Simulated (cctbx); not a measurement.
**Which space group?**

Cell: a = 5.3870 Å, b = 10.7690 Å, c = 8.5950 Å, α = 90.00°, β = 91.24°, γ = 90.00°. Expected content of the cell: Dy4 Zn24.

Simulated single-crystal data (cctbx): Mo Kα, λ = 0.71073 Å, to d = 0.7 Å, 80 % of the full sphere, strongest reflection 20000 counts, noise from counting, a 6 % proportional error and a noise floor of 4 counts (s.d.); no absorption, some extinction.

A first pass over the reflections prints:

```text
4868 reflections to d = 0.700 A
centring   violations  <I/sigma> of those
    A       1909 of  2416      9.6
    B       2025 of  2445     10.1
    C       1938 of  2431      9.3
    I       1999 of  2410     10.0
    R       2675 of  3258     10.0
    F       2936 of  3646      9.7
Laue class    unique    Rint  (classes that these axes allow; Friedel mates merged)
P -1             2926   0.039
P 1 2/m 1        1601   0.045
space group    extra absences  I>4sigma  <I/sigma>
P 1 2 1                 0          0         -  acentric
P 1 21 1               10          0       0.2  acentric
P 1 m 1                 0          0         -  acentric
P 1 c 1               124          0      -0.0  acentric
P 1 2/m 1               0          0         -  centric
P 1 21/m 1             10          0       0.2  centric
P 1 2/c 1             124          0      -0.0  centric
P 1 21/c 1            134          0      -0.0  centric
Wilson B = 0.29 A^2   <|E^2-1|> = 0.926 (0.968 centric, 0.736 acentric)   E^2>4: 3.9 %
shell (A)         n   <I/sigma>
10.77 - 1.40    209     16.2
 1.40 - 1.11    200     17.4
 1.11 - 0.97    203     16.2
 0.97 - 0.88    194     15.7
 0.88 - 0.82    206     16.0
 0.82 - 0.77    180     14.5
 0.77 - 0.73    211     14.3
 0.73 - 0.70    198     14.3
```

Q: Read the symmetry from these tables.

Every centring test has many violations, so the lattice is primitive.

Rint stays low (0.039 to 0.045) up to P 1 2/m 1, the highest class in these axes.

8 settings pass the absence test. The most absences obeyed, 134, belong to P 1 21/c 1 alone.

⟨|E²−1|⟩ = 0.926 leans to a centrosymmetric structure. The Wilson B of 0.29 Å² means U ≈ 0.0037 Å².

The true group is P2_1/c (no. 14), Laue class 2/m, centrosymmetric. The tables fix it.

The model was made for the exercise: a known structure type with other elements put in, its volume estimated, not relaxed; displacement parameters are assumed.

[Logs are printed without paths, hosts, clocks, repeated set-up lines and the standing remarks that a program may print on its own settings, such as how far it seeks lower states.]
